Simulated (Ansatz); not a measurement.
In doubt: one-shot GW on d or f shells is unsure (in some of the runs), so the values of those runs are not to be relied on.

The crystal is Cs2AgBiBr6 (Fm-3m).

```yaml
crystal:
  lattice:
    - [0.00000, 5.61610, 5.61610]
    - [5.61610, 0.00000, 5.61610]
    - [5.61610, 5.61610, 0.00000]
  atoms:
    - { symbol: Cs, position: [0.25000, 0.25000, 0.25000] }
    - { symbol: Cs, position: [0.75000, 0.75000, 0.75000] }
    - { symbol: Ag, position: [0.50000, 0.50000, 0.50000] }
    - { symbol: Bi, position: [0.00000, 0.00000, 0.00000] }
    - { symbol: Br, position: [0.25055, 0.74945, 0.25055] }
    - { symbol: Br, position: [0.25055, 0.74945, 0.74945] }
    - { symbol: Br, position: [0.74945, 0.25055, 0.74945] }
    - { symbol: Br, position: [0.74945, 0.25055, 0.25055] }
    - { symbol: Br, position: [0.25055, 0.25055, 0.74945] }
    - { symbol: Br, position: [0.74945, 0.74945, 0.25055] }
```

The cell and positions come from the Crystallography Open Database and are kept as given unless a step says otherwise. Spin-orbit coupling is left out unless a run names it. PAW set soft_2, made with PBE.

Gaps computed with Ansatz 0.2.0 without a self-energy: LDA 1.10 eV, PBEsol 1.17 eV, PBE 1.26 eV, HSE06 2.14 eV and PBE0 2.81 eV.

Question: What gap should G0W0 on PBE give (2×2×2 mesh, 1057 empty bands, screening to 120 eV, default PAW files)?

About 2.22 eV: on its mesh the run moves the gap from 1.23 eV by +0.99 eV. Among the scalar-relativistic levels given, HSE06 is nearest (−0.08 eV). Bands and cutoff are finite, so the gap is not at the basis limit. The miss can reach some tenths of an eV and take either sign; the mesh is an error of its own. The 2×2×2 mesh is coarse for this cell (its supercell is 16 Å along the shortest edge). The RPA ε∞ on it, from the PBE start, is 5.81; such meshes misread the long-range screening, most where the gap is narrow. Where an edge is built on 6p states of lead, bismuth or thallium, scalar-relativistic gaps usually stand too wide, by a few tenths to over one eV. A d shell, filled or nearly so, lies near the gap. One-shot GW converges very slowly in bands there, not always from below, and on a semilocal start the gap tends to come out low; starts rich in exact exchange can overshoot instead. The many-body steps are scalar-relativistic: spin-orbit coupling is not in them.

[Paths, hosts, dates, memory and timing lines, banners, echoed tables and standing remarks are left out of the program output.]

[Logs are printed without paths, hosts, clocks, repeated set-up lines and the standing remarks that a program may print on its own settings, such as how far it seeks lower states.]

[Runs of the session that timed out or met a known fault of the program may be left out.]

[Cells called generated may have been cut or substituted from an entry of the Crystallography Open Database or the Materials Project.]

[Hosts, paths, dates, database ids (printed as entryN), source tags and the programs' standing remarks are cut or masked in the printed files.]
